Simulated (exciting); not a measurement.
**Core excitons at the C K edge of C (Diamond)**

Aim: the C K absorption edge of C (Diamond) with the electron–hole interaction treated explicitly, and what each term of the kernel does.

Method: X-ray absorption, core-level Bethe-Salpeter equation, exchange and statically screened direct term, Tamm-Dancoff, all-electron LAPW+lo LDA, in exciting sodium.

### 1. The starting structure

It takes space group Fd-3m (No. 227, cubic). Conventional cell: a = 3.567 Å, b = 3.567 Å, c = 3.567 Å, α = 90.00°, β = 90.00°, γ = 90.00°. C has 4 C at 1.54 Å nearest.

As a file:

```cif
data_structure
_symmetry_space_group_name_H-M 'P 1'
_symmetry_Int_Tables_number 1
_cell_length_a 2.5221
_cell_length_b 2.5221
_cell_length_c 2.5221
_cell_angle_alpha 60.000
_cell_angle_beta 60.000
_cell_angle_gamma 60.000
_cell_volume 11.34
loop_
_atom_site_label
_atom_site_type_symbol
_atom_site_fract_x
_atom_site_fract_y
_atom_site_fract_z
_atom_site_occupancy
C1 C 0.75000 0.75000 0.75000 1
C2 C 0.50000 0.50000 0.50000 1
```

Differences between curves are given as r.m.s. difference over r.m.s. height.

### 2. The self-consistent potential

The species files are the program's own, with muffin-tin radii set in the input.

Input file input.xml:

```
<input>
  <title>C</title>
  <structure speciespath="." autormt="false" epslat="1.0e-5">
    <crystal>
      <basevect>0.0000000000 3.3700808783 3.3700808783</basevect>
      <basevect>3.3700808783 0.0000000000 3.3700808783</basevect>
      <basevect>3.3700808783 3.3700808783 0.0000000000</basevect>
    </crystal>
    <species speciesfile="C.xml" rmt="1.416">
      <atom coord="0.7500000000 0.7500000000 0.7500000000"/>
      <atom coord="0.5000000000 0.5000000000 0.5000000000"/>
    </species>
  </structure>
  <groundstate do="fromscratch" xctype="LDA_PW" ngridk="7 7 7" rgkmax="7" gmaxvr="14" nempty="8" swidth="0.001" maxscl="100" epsengy="1e-5"/>
</input>
```

Launch:

```console
OMP_NUM_THREADS=1 mpirun -n 4 exciting
```

Numbers of over 12 decimals in the logs are rounded to 6 here.

Log:

```text
EXCITING SODIUM started
********************************************************************************
* Ground-state run starting from atomic densities                              *
********************************************************************************
+ Starting initialization                                                      +
 Lattice vectors (cartesian) :
      0.0000000000      3.3700808783      3.3700808783
      3.3700808783      0.0000000000      3.3700808783
      3.3700808783      3.3700808783      0.0000000000
 Reciprocal lattice vectors (cartesian) :
     -0.9322009670      0.9322009670      0.9322009670
      0.9322009670     -0.9322009670      0.9322009670
      0.9322009670      0.9322009670     -0.9322009670
 Unit cell volume                           :      76.5510172929
 Brillouin zone volume                      :       3.2403255007
 Species :    1 (C)
     parameters loaded from                 :    C.xml
     name                                   :    carbon
     nuclear charge                         :      -6.00000000
     electronic charge                      :       6.00000000
     atomic mass                            :   21894.16673000
     muffin-tin radius                      :       1.41600000
     # of radial points in muffin-tin       :     250
     atomic positions (lattice) :
       1 :   0.00000000  0.00000000  0.00000000
       2 :   0.75000000  0.75000000  0.75000000
 Total number of atoms per unit cell        :       2
 Spin treatment                             :    spin-unpolarised
 Number of Bravais lattice symmetries       :      48
 Number of crystal symmetries               :      48
 k-point grid                               :       7    7    7
 Total number of k-points                   :      20
 k-point set is reduced with crystal symmetries
 R^MT_min * |G+k|_max (rgkmax)              :       7.00000000
 Species with R^MT_min                      :       1 (C)
 Maximum |G+k| for APW functions            :       4.94350282
 Maximum |G| for potential and density      :      14.00000000
 G-vector grid sizes                        :      24    24    24
 Total number of G-vectors                  :    3527
 Maximum angular momentum used for
     APW functions                          :       8
     computing H and O matrix elements      :       8
     potential and density                  :       8
     inner part of muffin-tin               :       2
 Total nuclear charge                       :     -12.00000000
 Total electronic charge                    :      12.00000000
 Total core charge                          :       4.00000000
 Total valence charge                       :       8.00000000
 Number of empty states                     :       8
 Total number of valence states             :      13
 Maximum Hamiltonian size                   :     177
 Maximum number of plane-waves              :     169
 Total number of local-orbitals             :       8
 Exchange-correlation type                  :       3
     Perdew-Wang, Phys. Rev. B 45, 13244 (1992)
 Smearing scheme                            :    Gaussian
 Smearing width                             :       0.00100000
 Using multisecant Broyden potential mixing
+ Ending initialization                                                        +
********************************************************************************
* Groundstate module started                                                   *
********************************************************************************
 Output level for this task is set to normal
+ Self-consistent loop started                                                 +
 Density and potential initialised from atomic data
+ SCF iteration number :    1                                                  +
 Total energy                               :       -76.57189679
 _______________________________________________________________
 Fermi energy                               :         0.45931354
 Kinetic energy                             :        74.52336817
 Coulomb energy                             :      -140.79940789
 Exchange energy                            :        -9.49232308
 Correlation energy                         :        -0.80353399
 DOS at Fermi energy (states/Ha/cell)       :         0.00000000
 Electron charges :
     core                                   :         4.00000000
     core leakage                           :         0.00022230
     valence                                :         8.00000000
     interstitial                           :         3.20460757
     charge in muffin-tin spheres :
                  atom     1     C          :         4.39769622
                  atom     2     C          :         4.39769622
     total charge in muffin-tins            :         8.79539243
     total charge                           :        12.00000000
 Estimated fundamental gap                  :         0.18525169
        valence-band maximum at    1      0.0000  0.0000  0.0000
     conduction-band minimum at   11      0.2857  0.2857  0.0000
[... further iterations ...]
| Convergence targets achieved. Performing final SCF iteration                 +
 Total energy                               :       -75.62571549
 _______________________________________________________________
 Fermi energy                               :         0.49680312
 Kinetic energy                             :        75.06079589
 Coulomb energy                             :      -140.44604152
 Exchange energy                            :        -9.43929116
 Correlation energy                         :        -0.80117870
 DOS at Fermi energy (states/Ha/cell)       :         0.00000000
 Electron charges :
     core                                   :         4.00000000
     core leakage                           :         0.00022512
     valence                                :         8.00000000
     interstitial                           :         3.34711255
     charge in muffin-tin spheres :
                  atom     1     C          :         4.32644372
                  atom     2     C          :         4.32644372
     total charge in muffin-tins            :         8.65288745
     total charge                           :        12.00000000
 Estimated fundamental gap                  :         0.15546220
        valence-band maximum at    1      0.0000  0.0000  0.0000
     conduction-band minimum at   15      0.4286  0.4286  0.0000
+ Self-consistent loop stopped                                                 +
 STATE.OUT is written
********************************************************************************
* Groundstate module stopped                                                   *
********************************************************************************
 Total time spent (seconds)                 :         4.78
| EXCITING SODIUM stopped                                                      =
```

Wall time 6 s (4 MPI ranks of Arm Neoverse V1, shared host).

The mesh shows a gap of 4.23 eV. Core levels (Dirac, from the valence top):

```tsv
atom	level	energy (eV)
C	1s1/2	-262.9
```

### 3. A richer basis for the empty states

Each species file gets more local orbitals, built from u and its energy derivative at 0.15 Ha and u at 0.9 Ha.

input.xml is that of step 2.

Input file SPECIES.xml, added lines:

```
<lo l="L">  <!-- L = 0, 1, 2 -->
  <wf matchingOrder="0" trialEnergy="0.1500" searchE="false"/>
  <wf matchingOrder="1" trialEnergy="0.1500" searchE="false"/>
  <wf matchingOrder="0" trialEnergy="0.9000" searchE="false"/>
</lo>
```

Launch:

```console
OMP_NUM_THREADS=1 mpirun -n 4 exciting
```

Log:

```text
EXCITING SODIUM started
********************************************************************************
* Ground-state run starting from atomic densities                              *
********************************************************************************
+ Starting initialization                                                      +
[... lattice and species ...]
 Spin treatment                             :    spin-unpolarised
 Number of Bravais lattice symmetries       :      48
[...]
valence-band maximum at    1      0.0000  0.0000  0.0000
     conduction-band minimum at   15      0.4286  0.4286  0.0000
+ Self-consistent loop stopped                                                 +
 STATE.OUT is written
********************************************************************************
* Groundstate module stopped                                                   *
********************************************************************************
 Total time spent (seconds)                 :         5.37
| EXCITING SODIUM stopped                                                      =
[key lines of the parts left out:]
Total energy                               :       -75.62577353
Fermi energy                               :         0.49690147
```

It took 6 s on 4 MPI ranks.

Against the first ground state the total energy moves by -1 meV an atom and the gap by 0.00 eV.

### 4. Screening, kernels and BSE for C atom 1

The absorber has 4 C at 1.54 Å (tetrahedral, site symmetry -43m).

Edit input.xml of step 3 so:

```diff
@@ -13,3 +13,20 @@
   </structure>
-  <groundstate do="fromscratch" xctype="LDA_PW" ngridk="7 7 7" rgkmax="7" gmaxvr="14" nempty="8" swidth="0.001" maxscl="100" epsengy="1e-5"/>
+  <groundstate do="skip" xctype="LDA_PW" ngridk="7 7 7" rgkmax="7" gmaxvr="14" nempty="8" swidth="0.001" maxscl="100" epsengy="1e-5"/>
+  <xs xstype="BSE" ngridk="6 6 6" ngridq="6 6 6" vkloff="0.097 0.273 0.493" rgkmax="7" nempty="12" gqmax="3" lmaxapwwf="5" lmaxemat="2" broad="0.01654" tevout="true">
+    <energywindow intv="9.376 10.993" points="439"/>
+    <screening screentype="full" nempty="25"/>
+    <BSE xas="true" xasspecies="1" xasatom="1" xasedge="K" bsetype="singlet" nstlxas="1 8"/>
+    <qpointset>
+      <qpoint>0 0 0</qpoint>
+    </qpointset>
+    <plan>
+      <doonly task="xsgeneigvec"/>
+      <doonly task="writepmatxs"/>
+      <doonly task="scrgeneigvec"/>
+      <doonly task="scrwritepmat"/>
+      <doonly task="screen"/>
+      <doonly task="scrcoulint"/>
+      <doonly task="exccoulint"/>
+    </plan>
+  </xs>
 </input>
```

Input file input.xml for the last start (plan only):

```
  <plan>
    <doonly task="bse"/>
  </plan>
```

Launch:

```console
OMP_NUM_THREADS=1 mpirun -n 4 exciting
OMP_NUM_THREADS=4 exciting
```

Log:

```text
| EXCITING SODIUM started for task xsgeneigvec ( 301)                          =
One-shot GS runs for BSE calculations
One-shot GS runs for k+qmt/2 grids
Info(xsgeneigvec): Generating eigenvectors for Q-point      1
Info(xsgeneigvec): Generation of eigenvectors finished
| EXCITING SODIUM started for task writepmatxs ( 320)                          =
Info(writepmatxs): Momentum matrix elements finished
| EXCITING SODIUM started for task scrgeneigvec ( 401)                         =
One-shot GS runs for BSE calculations
One-shot GS runs for k+qmt/2 grids
Info(xsgeneigvec): Generating eigenvectors for Q-point      1
Using screening GS parameters.
Info(xsgeneigvec): Generation of eigenvectors finished
| EXCITING SODIUM started for task scrwritepmat ( 420)                         =
Info(writepmatxs): Momentum matrix elements finished
Info(scrwritepmat): Momentum matrix elements for screening finished
| EXCITING SODIUM started for task screen ( 430)                               =
Info(screenlauncher): Calculating screening for unshifted q-grid.
Info(screenlauncher): Number of q points:      16
Info(screenlauncher): lowest (partially)  unoccupied state:      5
Info(screenlauncher): highest (partially) occupied state  :      4
Info(screenlauncher): number of occupied states considered:    4
Info(screenlauncher): number of unoccupied states considered:   26
Info(screenlauncher): Starting loop over q-points
Info(screenlauncher): Screening for unshifted q-grid finished
Info(screenlauncher): Screening finished
| EXCITING SODIUM started for task scrcoulint ( 440)                           =
Info(scrcoulintlauncher): Setting up screened Coulomb interaction matrix W.
Info(scrcoulintlauncher): Using momentum transfer vectors from list :   1 to  1
Info(scrcoulintlauncher): Calculating screened Coulomb interaction matrix W
Info(scrcoulintlauncher): Momentum transfer list index: iqmt=  1
Info(scrcoulintlauncher): Momentum transfer: vqmtl=   0.000   0.000   0.000
Info(scrcoulintlauncher): Calculating RR block of W
Info(scrcoulint): Inspecting occupations...
Info(setranges_modxs): Number of non-reduced k-points:      216
Info(setranges_modxs): Number of states considered:       17
Info(setranges_modxs): Number of (partially) occupied states:        2
Info(setranges_modxs): Highest (partially) occupied states:        4
Info(setranges_modxs): Number of (partially) unoccupied states:       13
Info(setranges_modxs): Lowest (partially) unoccupied states:        5
Info(scrcoulint): Selecting transitions...
Info(select_transitions): Inspecting transitions in the  band interval:
  lowest occupied state:   1
  highest occupied state:   2
  lowest unoccupied state:   5
  highest unoccupied state:  12
  Opening gap with a scissor of:      0.000/H      0.000/eV
Info(select_transitions): Number of participating transitions:    3456
Info(scrcoulint): Size of file SCCLI will be about     0.089401 GB
Info(scrcoulint): Using q-grid
Info(scrcoulint): Number of reduced q-points:     16
Info(scrcoulint): Number of non-reduced q-points:    216
Info(scrcoulint): Calculating W(G1,G2,qr) fourier coefficients
Info(scrcoulint): Calculating W matrix elements
Info(scrcoulintlauncher): Screened coulomb interaction finished for iqmt=   1
| EXCITING SODIUM started for task exccoulint ( 441)                           =
Info(exccoulintlauncher): Setting up exchange interaction matrix V.
Info(exccoulintlauncher): Using momentum transfer vectors from list :   1 to  1
Info(exccoulintlauncher):Calculating exchange interaction matrix V
Info(exccoulintlauncher): Momentum transfer list index: iqmt=  1
Info(exccoulintlauncher): Momentum transfer: vqmtl=   0.000   0.000   0.000
Info(exccoulintlauncher): Calculating RR block of V
Info(exccoulint): Inspecting occupations...
Info(setranges_modxs): Number of non-reduced k-points:      216
Info(setranges_modxs): Number of states considered:       17
Info(setranges_modxs): Number of (partially) occupied states:        2
Info(setranges_modxs): Highest (partially) occupied states:        4
Info(setranges_modxs): Number of (partially) unoccupied states:       13
Info(setranges_modxs): Lowest (partially) unoccupied states:        5
Info(exccoulint): Selecting transitions...
Info(select_transitions): Inspecting transitions in the  band interval:
  lowest occupied state:   1
  highest occupied state:   2
  lowest unoccupied state:   5
  highest unoccupied state:  12
  Opening gap with a scissor of:      0.000/H      0.000/eV
Info(select_transitions): Number of participating transitions:    3456
Info(exccoulint): Size of file EXCLI will be about     0.089401 GB
Info(exccoulint): Generating plane wave matrix elements for momentum transfer iqmt=   1
  Timing (in seconds)	   :      41.551
Info(exccoulint): Generating V matrix elements
Info(exccoulint): Zeroing Coulomb potential at G+qmt index:  1
Info(exccoulintlauncher): Exchange interaction finished for iqmt=   1
| EXCITING SODIUM started for task bse ( 445)                                  =
Info(bselauncher): Init time:    0.136423
Info(bselauncher): Setting up and diagonalizing BSE Hamiltonian.
Info(bselauncher): Using momentum transfer vectors from list :   1 to  1
Info(bselauncher): Distributing qmt-points over   1 processes.
Info(bselauncher): BSE type: singlet
Info(bselauncher): Momentum transfer list index: iqmt=  1
Info(bselauncher): Momentum transfer: vqmtl=   0.000   0.000   0.000
Info(bse): Inspecting occupations...
Info(setranges_modxs): Number of non-reduced k-points:      216
Info(setranges_modxs): Number of states considered:       17
Info(setranges_modxs): Number of (partially) occupied states:        2
Info(setranges_modxs): Highest (partially) occupied states:        4
Info(setranges_modxs): Number of (partially) unoccupied states:       13
Info(setranges_modxs): Lowest (partially) unoccupied states:        5
Info(select_transitions): Inspecting transitions in the  band interval:
  lowest occupied state:   1
  highest occupied state:   2
  lowest unoccupied state:   5
  highest unoccupied state:  12
  Opening gap with a scissor of:      0.000/H      0.000/eV
Info(select_transitions): Number of participating transitions:    3456
Info(bse): Selecting transitions...
Info(bse):bsegap (eV):   267.152287
Info(bse): Assembling BSE matrix
  RR/RA blocks of global BSE-Hamiltonian:
  Size of the Hamiltonian:    3456
  Number of k-points:     216
  Distributing matrix to   1 processes
  Local matrix shape   3456 x  3456
Info(bse): max local RAM needed for BSE matrices ~     0.177979 GB
Info(setup_bse_block): Setting up RR part of hamiltonian
Info(setup_bse_block): Singlet spin state
Info(bse): Diagonalizing RR Hamiltonian (TDA)
Info(bse): Invoking Lapack routine ZHEEVR
      3456 eigen solutions found in the interval:
         i1=       1 i2=    3456
Info(bse): Writing excition energies and oscillator strengths to text file.
Info(makespectrum_dist): Making spectrum using formula for coupling with time reversed AR basis.
Info(makespectrum_dist): Using formalism for vanishing momentum transfer.
Info(writederived): Writing quantities derived from the macroscopic dielectric function.
Info(bselauncher): Spectrum finished for iqmt=  1
Info(bselauncher): All done for BSE type singlet
```

Elapsed: 3.7 min, on 4 MPI ranks.

Wall time by task: xsgeneigvec 2.4 s, writepmatxs 5 s, scrgeneigvec 2.9 s, scrwritepmat 1.4 s, screen 20 s, scrcoulint 2 min, exccoulint 42 s, bse 29 s.

The C K spectrum of C atom 1 (energy from the Kohn–Sham onset, core level to the lowest empty state found on the meshes used, 267.13 eV; the ground-state mesh sets it, and the shifted mesh has its lowest transition 0.02 eV above it; Im ε scaled to the maximum of the singlet run; cut below the end of the band set):

```tsv
E (eV)	Im ε
-4.5	0.02
-4.0	0.03
-3.5	0.04
-3.0	0.05
-2.5	0.06
-2.0	0.09
-1.5	0.16
-1.0	0.33
-0.5	0.80
0.0	0.99
0.5	0.93
1.0	0.78
1.5	0.69
2.0	0.64
2.5	0.55
3.0	0.47
3.5	0.39
4.0	0.36
4.5	0.35
5.0	0.32
5.5	0.32
6.0	0.31
6.5	0.33
7.0	0.35
7.5	0.32
8.0	0.28
8.5	0.24
9.0	0.23
9.5	0.19
10.0	0.15
10.5	0.12
11.0	0.09
11.5	0.08
12.0	0.08
12.5	0.11
13.0	0.16
13.5	0.21
14.0	0.23
14.5	0.25
15.0	0.29
15.5	0.25
16.0	0.21
16.5	0.21
17.0	0.21
17.5	0.19
```

Maxima (height): -0.2 eV (1.00), 6.8 eV (0.35) and 15.1 eV (0.29).

The Hamiltonian has 3456 rows. The lowest groups of eigenvalues and the brightest ones, on the scale above (the program counts from the shifted mesh's onset, 0.02 eV higher). Core spinors bring spin-forbidden partners, so dark means forbidden by spin or by symmetry, and the shifted mesh splits states that symmetry would keep together:

```tsv
energy (eV)	states within 10 meV	relative strength
-0.568	1	dark
-0.536	1	0.42
-0.499	1	dark
-0.475	1	0.32
-0.357	1	dark
-0.334	1	dark
-0.297	1	1.00
-0.273	1	0.99
0.203	1	0.26
0.250	1	0.37
0.541	1	0.27
```

(Continued in part 2 of 2.)

[Banner, clock and machine lines of the logs are left out without a mark of their own.]

[Logs are printed without paths, hosts, clocks, repeated set-up lines and the standing remarks that a program may print on its own settings, such as how far it seeks lower states.]

[Hosts, paths, dates, database ids (printed as entryN), source tags and the programs' standing remarks are cut or masked in the printed files.]
